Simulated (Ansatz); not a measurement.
## How many bands does the GW gap of B4C (R-3m) need?

Wanted: a G0W0 gap for B4C (R-3m) that is converged in bands and cutoff, or an estimate of the limit.

Main program and level: Ansatz 0.2.0; G0W0 on LDA, plane waves, PAW.

### 1. Set-up

The structure is trigonal, space group R-3m (No. 166). The conventional cell has a = 5.634 Å, b = 5.634 Å, c = 12.077 Å, α = 90.00°, β = 90.00°, γ = 120.00°. B has 1 C at 1.66 Å and 5 B at 1.75 to 1.79 Å nearest. Nearest to B lie 6 B at 1.71 to 1.83 Å. Nearest to C lie 1 C at 1.33 Å and 3 B at 1.66 Å. C has 2 C at 1.33 Å nearest. Farther neighbours are not listed.

The cell and positions are those that the Materials Project relaxed with its own functionals (PBE, PBE+U or r2SCAN), kept fixed.

### 2. 289 empty bands, screening to 110 eV

G0W0 replaces the xc potential by the self-energy, built once from these orbitals. Only a window of levels is corrected, while the sums run over the empty bands that the input names. This step takes hard PAW files.

File input.yaml:

```yaml
crystal:
  lattice:
    - [2.8167559445, 1.6262548028, 4.02581659]
    - [-2.8167559445, 1.6262548028, 4.02581659]
    - [0.0, -3.2525096056, 4.02581659]
  atoms:
    - { symbol: B, position: [0.30861965, 0.80644137, 0.80644137] }
    - { symbol: B, position: [0.80644137, 0.80644137, 0.30861965] }
    - { symbol: B, position: [0.80644137, 0.30861965, 0.80644137] }
    - { symbol: B, position: [0.69138035, 0.19355863, 0.19355863] }
    - { symbol: B, position: [0.19355863, 0.19355863, 0.69138035] }
    - { symbol: B, position: [0.19355863, 0.69138035, 0.19355863] }
    - { symbol: B, position: [0.67011697, 0.99407128, 0.99407128] }
    - { symbol: B, position: [0.99407128, 0.99407128, 0.67011697] }
    - { symbol: B, position: [0.99407128, 0.67011697, 0.99407128] }
    - { symbol: B, position: [0.32988303, 0.00592872, 0.00592872] }
    - { symbol: B, position: [0.00592872, 0.00592872, 0.32988303] }
    - { symbol: B, position: [0.00592872, 0.32988303, 0.00592872] }
    - { symbol: C, position: [0.60986435, 0.60986435, 0.60986435] }
    - { symbol: C, position: [0.39013565, 0.39013565, 0.39013565] }
    - { symbol: C, position: [0.5, 0.5, 0.5] }
kpoints:
  mp_grid: { grid: [4, 4, 4] }
hamiltonian:
  xc: lda
  pseudopotentials: { kind: paw, source: ansatz }
scf:
  occupations: { method: fixed }
gw:
  n_empty_bands: 289
  ecut_chi: 110.0
  qp_bands: [v4, c4]
  qp_kpoints: band_edges
  screening: { model: contour_deformation }
```

Command:

```sh
$ ansatz run input.yaml --threads 4 --pin off --max-ram 138240MiB --backend cuda --events-out ev --progress --plain --runs-dir out --devices 1 --max-vram 26GiB
```

Numbers of over 12 decimals in the logs are rounded to 6 here.

What it wrote:

```text
GPUs: using 1 of 1 available (devices: 1).
Engine: ansatz 0.2.0, x86_64-unknown-linux-gnu
Pseudopotentials: kind: paw
Pseudopotential: B, paw, valence charge 3, recommended cutoff 710 eV (normal), B.paw.azcp
Pseudopotential: C, paw, valence charge 4, recommended cutoff 820 eV (normal), C.paw.azcp
Functional definition: SPW92
  exchange = slater_x
  correlation = pw_c
device memory: the entry about to start is reckoned to put 4.8 GiB on a device that reports 70.1 GiB free (of which the cap on the GPU budget leaves the run 26.0 GiB)
GPU FFT provider: cuFFT
GPU libraries: cuBLAS 13.8.2, cuFFT 12.4.0, cuSOLVER 12.3.4
Crystal: 15 atoms, lattice volume = 110.648 Å³
Basis set: ecut = 820 eV, 5887 PW (Γ)
Bands: 39, of which v1, the nominal top of the filled ones, is band 24 counted from 1 (23 counted from 0)
Symmetry: 12 space group operations
Space group: R-3m (ITA 166), of the structure as read, at distance tolerance 4.8e-5 Å
k-points: 13 of 64
Non-local potential: B, projectors of the file, l = 0: 3, l = 1: 2
Non-local potential: C, projectors of the file, l = 0: 2, l = 1: 2
PAW form: soft (Blöchl's): semilocal exchange-correlation on the pseudo side does not see the compensation charge
PAW frozen core: B, regenerated for the run's functional, and the local potential with it (the file was generated under x = pbe(κ = 0.804, μ = 0.219515), c = pbe(β = 0.066725))
PAW frozen core: C, regenerated for the run's functional, and the local potential with it (the file was generated under x = pbe(κ = 0.804, μ = 0.219515), c = pbe(β = 0.066725))
PAW one-centre angular grid: B, 110 points (default); XC on 64 Gauss nodes
PAW one-centre angular grid: C, 110 points (default); XC on 64 Gauss nodes
Initial density: superposition of atomic densities (chi_scale 0.1, normalization cell, long waves kept (reshape's long-wave potential 0.16 eV rms))
Initial wavefunctions: pseudopotential atomic-orbital guess
GPU buffer pool allocated for 125000 grid points (all kernels)
GPU transforms: local potential and band sums: pruned to the plane-wave sphere, on 50×50×50
Functional: x = slater, c = lda
SCF iter   1: F=—  HF=-2535.840193 eV  |F-HF|=—  |Δ(HF+E_count)|=         —  Δρ=1.18e-1  dr2=2.51e1  ethr=3.10e-3  ⟨swp⟩=5.0  Hψ=2345  notcnv=0  defer=162
preconditioner: auto → Resta (q_TF=auto, 2.374 Å⁻¹)  ε∞=4.3  [insulator: Δε(μ)=4.336 eV  Ē_g=13.547 eV  n_scr=20 (ndim 8)  ℏωp=24.5 eV  f_vac=0.000  ε∞_Penn≈4.3]
SCF iter   2: F=—  HF=-2528.657931 eV  |F-HF|=—  |Δ(HF+E_count)|=    7.18e0  Δρ=5.71e-2  dr2=5.48e0  ethr=3.10e-3  ⟨swp⟩=4.5  Hψ=1048  notcnv=0  defer=168
SCF iter   3: F=—  HF=-2526.550903 eV  |F-HF|=—  |Δ(HF+E_count)|=    2.11e0  Δρ=1.34e-2  dr2=2.60e-1  ethr=3.10e-3  ⟨swp⟩=3.0  Hψ=911  notcnv=0  defer=167
SCF iter   4: F=—  HF=-2526.482439 eV  |F-HF|=—  |Δ(HF+E_count)|=   6.85e-2  Δρ=4.56e-3  dr2=2.03e-2  ethr=5.42e-4  ⟨swp⟩=2.9  Hψ=908  notcnv=0  defer=169
SCF iter   5: F=—  HF=-2526.480623 eV  |F-HF|=—  |Δ(HF+E_count)|=   1.82e-3  Δρ=1.01e-3  dr2=1.47e-3  ethr=4.22e-5  ⟨swp⟩=3.0  Hψ=757  notcnv=0  defer=169
SCF iter   6: F=—  HF=-2526.480494 eV  |F-HF|=—  |Δ(HF+E_count)|=   1.28e-4  Δρ=2.15e-4  dr2=5.33e-5  ethr=3.07e-6  ⟨swp⟩=2.0  Hψ=732  notcnv=0  defer=169
SCF iter   7: F=—  HF=-2526.480495 eV  |F-HF|=—  |Δ(HF+E_count)|=   3.17e-7  Δρ=3.94e-5  dr2=1.80e-6  ethr=1.11e-7  ⟨swp⟩=2.6  Hψ=752  notcnv=0  defer=168
SCF iter   8: F=-2526.480495 eV  HF=-2526.480495 eV  |F-HF|=1.02e-8  |Δ(HF+E_count)|=   2.41e-7  Δρ=7.81e-6  dr2=7.14e-8  ethr=2.08e-10  ⟨swp⟩=14.7  Hψ=3592  notcnv=0
SCF 1 converged in 8 iterations: F = -2526.480495 eV  dr2 = 7.14e-8
  greatest PAW one-centre occupation: 0.433 electrons in one spin orbital (limit 2), on the C atom at site 14 (counted from 0), in its partial waves of l = 0
device memory: the entry about to start is reckoned to put 6.4 GiB (of the 6.5 GiB reckoned in all, the device holds 0.1 GiB already) on a device that reports 69.9 GiB free (of which the cap on the GPU budget leaves the run 25.9 GiB)
NSCF: frozen V_eff on 13 k-points
the band table was solved once the SCF had ended and its energy, with any forces and stress, was formed, with the checks that follow a solve (2068 applications of the Hamiltonian). They found nothing against the state; the energy, forces and stress were not computed again (output.eigenvalues in the input reference)
device memory: the entry about to start is reckoned to put 6.4 GiB on a device that reports 70.2 GiB free (of which the cap on the GPU budget leaves the run 26.0 GiB)
NSCF: frozen V_eff on 13 k-points
G₀W₀ screening: q 1/13
[... further progress lines ...]
device memory: the entry about to start is reckoned to put 0.9 GiB on a device that reports 74.1 GiB free (of which the cap on the GPU budget leaves the run 26.0 GiB)
NSCF: frozen V_eff on 1 k-points
device memory: the entry about to start is reckoned to put 0.9 GiB on a device that reports 74.1 GiB free (of which the cap on the GPU budget leaves the run 26.0 GiB)
NSCF: frozen V_eff on 1 k-points
device memory: the entry about to start is reckoned to put 0.9 GiB on a device that reports 74.1 GiB free (of which the cap on the GPU budget leaves the run 26.0 GiB)
NSCF: frozen V_eff on 1 k-points
SCF converged after 8 iterations
Free energy (F): -2526.480495 eV
Harris-Foulkes:  -2526.480495 eV  (|F-HF|=1.02e-8)
Internal energy: -2526.480495 eV  (E = F + TS)
E sigma→0 (E₀):  -2526.480495 eV
Fermi energy:    7.772946 eV
--- Per-component energies (eV) ---
  E_band       = 75.155820
  E_kinetic    = 953.592720
  E_local      = -772.361307  (includes V_loc(G=0)·N_el)
  E_nonlocal   = 196.458228
  E_hartree    = 197.416885
  E_xc         = -573.297332
  E_vxc        = -657.768408  (∫ρ·V_xc dr)
  E_paw        = -1101.960607  (= ΣΔE_a)
  E_vpaw       = -39.598643  (= ΣTr[D̂ρ^β])
  E_aug_tail   = 0.000003  (compensation charges beyond the density's cutoff)
  E_ewald      = -1427.071001
  E_core_change = 0.741916  (= ΣΔE_core)
  E_smearing   = -0.000000  (= −TS)
  E_closure    = 0.000000  (closes the sum)
  Σ components = -2526.480495   (vs F -2526.480495, Δ=0.00e0)
--- Band table (eV; the first three rows and the last of 13) ---
  k-point 0: bands = [... 20 lower, 6.7723, 6.7723, 7.7266, 7.7266, 10.2132, 10.2132, 12.7654, 13.5488, ... 11 higher]
  k-point 1: bands = [... 20 lower, 6.3274, 6.6387, 6.9250, 7.7715, 9.7129, 10.2426, 13.0511, 13.4630, ... 11 higher]
  k-point 2: bands = [... 20 lower, 5.8434, 5.8813, 6.7584, 7.7729, 9.2911, 9.9815, 12.1332, 13.1611, ... 11 higher]
  k-point 12: bands = [... 20 lower, 6.4848, 7.0593, 7.0593, 7.3951, 9.6311, 9.6311, 12.0393, 12.2968, ... 11 higher]
--- G₀W₀: contour deformation, 6 samples at zero and on the imaginary axis and 2 off it, 64 q-points, 289 empty bands' worth ---
  eigenvalues of the whole cell's RPA ε∞ on this k-mesh (on a slab, of 1 + 4πα/V) = 7.4412, 7.4412, 9.0334; static W/v taken at q = 0 is 0.125569
  bands read: the sum over 313 bands ends inside a degenerate multiplet in 1 slot, whose members it reads at an even weight; the widest, k=12: bands 313 to 314 (counted from 1) at 1/2 each
  gw.qp_kpoints: band_edges: 11 of 13 stored k-points solved, in 1 pass; an edge of the gap read off the rows below is read off those points alone
    valence top: of the k-points left out ik 10 came nearest to being solved in a further pass, in band 24 (counted from 1, as in the quasiparticle table): it holds the edge there only if its correction is more favourable than any solved in that band by at least 0.323 eV; those differ by 0.225 eV
    conduction bottom: of the k-points left out ik 10 came nearest to being solved in a further pass, in band 25 (counted from 1, as in the quasiparticle table): it holds the edge there only if its correction is more favourable than any solved in that band by at least 0.550 eV; those differ by 0.126 eV
    ik  band        ε_KS         Σx   Σc(E_QP)       V_xc       Z   E_QP_lin       E_QP  E_QP is
     0    21      6.7723   -17.5251     1.9050   -15.4541  0.7816     6.6060     6.6063  root
     0    22      6.7723   -17.5251     1.9050   -15.4541  0.7816     6.6060     6.6063  root
     0    23      7.7266   -16.9559     2.1872   -14.4222  0.7770     7.3785     7.3801  root
     0    24      7.7266   -16.9559     2.1872   -14.4222  0.7770     7.3785     7.3801  root
     0    25     10.2132    -9.4933    -5.1140   -15.4586  0.7453    11.0839    11.0644  root
     0    26     10.2132    -9.4933    -5.1140   -15.4586  0.7453    11.0839    11.0644  root
     0    27     12.7654    -7.9901    -4.6528   -13.3199  0.7993    13.4470    13.4424  root
     0    28     13.5488    -7.4371    -4.8436   -12.9352  0.7934    14.2120    14.2033  root
     1    21      6.3274   -17.1564     2.2182   -14.6547  0.7702     6.0428     6.0440  root
     1    22      6.6387   -16.7735     1.8310   -14.7589  0.7794     6.4547     6.4551  root
     1    23      6.9250   -17.1189     2.4083   -14.3351  0.7692     6.5470     6.5495  root
     1    24      7.7715   -16.9512     2.1629   -14.4521  0.7776     7.4338     7.4353  root
     1    25      9.7129    -9.5627    -4.5945   -14.9542  0.7612    10.5215    10.5098  root
     1    26     10.2426    -9.5489    -5.0259   -15.4056  0.7466    11.0917    11.0735  root
     1    27     13.0511    -7.5738    -4.6488   -12.8804  0.7975    13.7164    13.7090  root
     1    28     13.4630    -7.8000    -5.0447   -13.5737  0.7871    14.2031    14.1920  root
     2    21      5.8434   -17.1007     2.4531   -14.3118  0.7614     5.5059     5.5076  root
     2    22      5.8813   -15.8051     1.9972   -13.5458  0.7678     5.6189     5.6193  root
     2    23      6.7584   -16.2118     1.7686   -14.2480  0.7807     6.5627     6.5632  root
     2    24      7.7729   -16.9957     2.1851   -14.4664  0.7771     7.4272     7.4287  root
     2    25      9.2911    -9.7800    -4.1303   -14.6352  0.7705    10.0233    10.0160  root
     2    26      9.9815    -9.4834    -4.7962   -15.0643  0.7568    10.7791    10.7661  root
     2    27     12.1332    -7.6283    -4.3069   -12.5346  0.7991    12.7366    12.7326  root
     2    28     13.1611    -7.7424    -5.0059   -13.4844  0.7822    13.9077    13.8971  root
[...]
12    21      6.4848   -16.2571     1.9081   -14.1232  0.7794     6.2584     6.2590  root
    12    22      7.0593   -15.8295     1.5689   -14.0698  0.7830     6.8682     6.8686  root
    12    23      7.0593   -15.8295     1.5689   -14.0698  0.7830     6.8682     6.8686  root
    12    24      7.3951   -15.6355     1.4214   -14.0272  0.7844     7.2077     7.2081  root
    12    25      9.6311    -9.3862    -4.5020   -14.6426  0.7669    10.3947    10.3854  root
    12    26      9.6311    -9.3862    -4.5020   -14.6426  0.7669    10.3947    10.3854  root
    12    27     12.0393    -8.7305    -4.4181   -13.7198  0.7992    12.6135    12.6105  root
    12    28     12.2968    -7.8986    -4.5348   -13.1585  0.7879    13.0279    13.0219  root
```

Elapsed: 23 s, on 1 × NVIDIA H100 80GB HBM3 (shared by 3 runs) with 4 threads of AMD EPYC 7R13 (Zen 3), shared host; peak memory 1.7 GiB; 32 s of CPU time.

This step gave:

```
bands summed                                 : 313
RPA ε∞ on this mesh (eigenvalues)            : 7.441, 7.441, 9.033
plane waves in the screening matrix          : 295
q-points in the mesh                         : 64
G0W0 gap on the mesh                         : 2.581 eV
k of the valence top                         : 0, 0, 0.25
k of the conduction bottom                   : 0, 0, -0.5
starting gap on the mesh                     : 1.518 eV
Z at the valence top                         : 0.7776
Z at the conduction bottom                   : 0.7705
least direct G0W0 gap on the computed points : 2.587 eV
```

The gap on the mesh goes from 1.52 eV to 2.58 eV, a correction of +1.06 eV. Between the two edge states, bare exchange in place of the xc potential would open the gap by 7.35 eV, and correlation takes back 6.29 eV.

### 3. 658 empty bands, screening to 190 eV

Bands and screening cutoff are moved together, since each hides the error of the other.

input.yaml, as its differences from that of step 2:

```diff
@@ -29,4 +29,4 @@
 gw:
-  n_empty_bands: 289
-  ecut_chi: 110.0
+  n_empty_bands: 658
+  ecut_chi: 190.0
   qp_bands: [v4, c4]
```

What it wrote:

```text
GPUs: using 1 of 1 available (devices: 1).
[...]
GPU FFT provider: cuFFT
GPU libraries: cuBLAS 13.8.2, cuFFT 12.4.0, cuSOLVER 12.3.4
Crystal: 15 atoms, lattice volume = 110.648 Å³
Basis set: ecut = 820 eV, 5887 PW (Γ)
Bands: 39, of which v1, the nominal top of the filled ones, is band 24 counted from 1 (23 counted from 0)
Symmetry: 12 space group operations
[...]
k-points: 13 of 64
[...]
GPU buffer pool allocated for 125000 grid points (all kernels)
[...]
SCF iter   1: F=—  HF=-2535.840193 eV  |F-HF|=—  |Δ(HF+E_count)|=         —  Δρ=1.18e-1  dr2=2.51e1  ethr=3.10e-3  ⟨swp⟩=5.0  Hψ=2345  notcnv=0  defer=162
[...]
SCF iter   8: F=-2526.480495 eV  HF=-2526.480495 eV  |F-HF|=1.02e-8  |Δ(HF+E_count)|=   2.41e-7  Δρ=7.81e-6  dr2=7.14e-8  ethr=2.08e-10  ⟨swp⟩=14.7  Hψ=3592  notcnv=0
SCF 1 converged in 8 iterations: F = -2526.480495 eV  dr2 = 7.14e-8
[...]
NSCF: frozen V_eff on 13 k-points
[...]
G₀W₀ screening: q 1/13
[... further progress lines ...]
[...]
SCF converged after 8 iterations
Free energy (F): -2526.480495 eV
[...]
Internal energy: -2526.480495 eV  (E = F + TS)
E sigma→0 (E₀):  -2526.480495 eV
Fermi energy:    7.772946 eV
[...]
--- Band table (eV; the first three rows and the last of 13) ---
  k-point 0: bands = [... 20 lower, 6.7723, 6.7723, 7.7266, 7.7266, 10.2132, 10.2132, 12.7654, 13.5488, ... 11 higher]
  k-point 1: bands = [... 20 lower, 6.3274, 6.6387, 6.9250, 7.7715, 9.7129, 10.2426, 13.0511, 13.4630, ... 11 higher]
  k-point 2: bands = [... 20 lower, 5.8434, 5.8813, 6.7584, 7.7729, 9.2911, 9.9815, 12.1332, 13.1611, ... 11 higher]
  k-point 12: bands = [... 20 lower, 6.4848, 7.0593, 7.0593, 7.3951, 9.6311, 9.6311, 12.0393, 12.2968, ... 11 higher]
[...]
0    21      6.7723   -17.5251     1.6275   -15.4541  0.7797     6.3266     6.3288  root
     0    22      6.7723   -17.5251     1.6275   -15.4541  0.7797     6.3266     6.3288  root
     0    23      7.7266   -16.9559     1.9464   -14.4222  0.7755     7.1346     7.1393  root
     0    24      7.7266   -16.9559     1.9464   -14.4222  0.7755     7.1346     7.1393  root
     0    25     10.2132    -9.4933    -5.3681   -15.4586  0.7419    10.8191    10.8103  root
     0    26     10.2132    -9.4933    -5.3681   -15.4586  0.7419    10.8191    10.8103  root
     0    27     12.7654    -7.9901    -4.8559   -13.3199  0.7966    13.2427    13.2393  root
     0    28     13.5488    -7.4371    -5.0302   -12.9352  0.7928    14.0200    14.0167  root
[...]
12    25      9.6311    -9.3862    -4.7387   -14.6426  0.7643    10.1528    10.1487  root
    12    26      9.6311    -9.3862    -4.7387   -14.6426  0.7643    10.1528    10.1487  root
    12    27     12.0393    -8.7305    -4.6229   -13.7198  0.7983    12.4069    12.4057  root
    12    28     12.2968    -7.8986    -4.7229   -13.1585  0.7879    12.8378    12.8338  root
```

Run time: 42 s. Hardware: 1 × NVIDIA H100 80GB HBM3 (shared by 3 runs) with 4 threads; peak memory 3 GiB; 65 s of CPU time.

Numbers from this step:

```yaml
bands_summed: 682
rpa_eps_infinity_on_this_mesh_eigenvalues: 7.430, 7.430, 9.023
plane_waves_in_the_screening_matrix: 663
q_points_in_the_mesh: 64
g0w0_gap_on_the_mesh: 2.586 eV
k_of_the_valence_top: 0, 0, 0.25
k_of_the_conduction_bottom: 0, 0, -0.5
starting_gap_on_the_mesh: 1.518 eV
z_at_the_valence_top: 0.7761
z_at_the_conduction_bottom: 0.7680
least_direct_g0w0_gap_on_the_computed_points: 2.592 eV
```

Against the run with 4×4×4 mesh, 289 empty bands, screening to 110 eV, hard PAW files, the gap moves by +0.005 eV.

[end of part 1 of 2]

[Paths, hosts, dates, memory and timing lines, banners, echoed tables and standing remarks are left out of the program output.]

[Logs are printed without paths, hosts, clocks, repeated set-up lines and the standing remarks that a program may print on its own settings, such as how far it seeks lower states.]

[Runs of the session that timed out or met a known fault of the program may be left out.]

[Cells called generated may have been cut or substituted from an entry of the Crystallography Open Database or the Materials Project.]

[Hosts, paths, dates, database ids (printed as entryN), source tags and the programs' standing remarks are cut or masked in the printed files.]
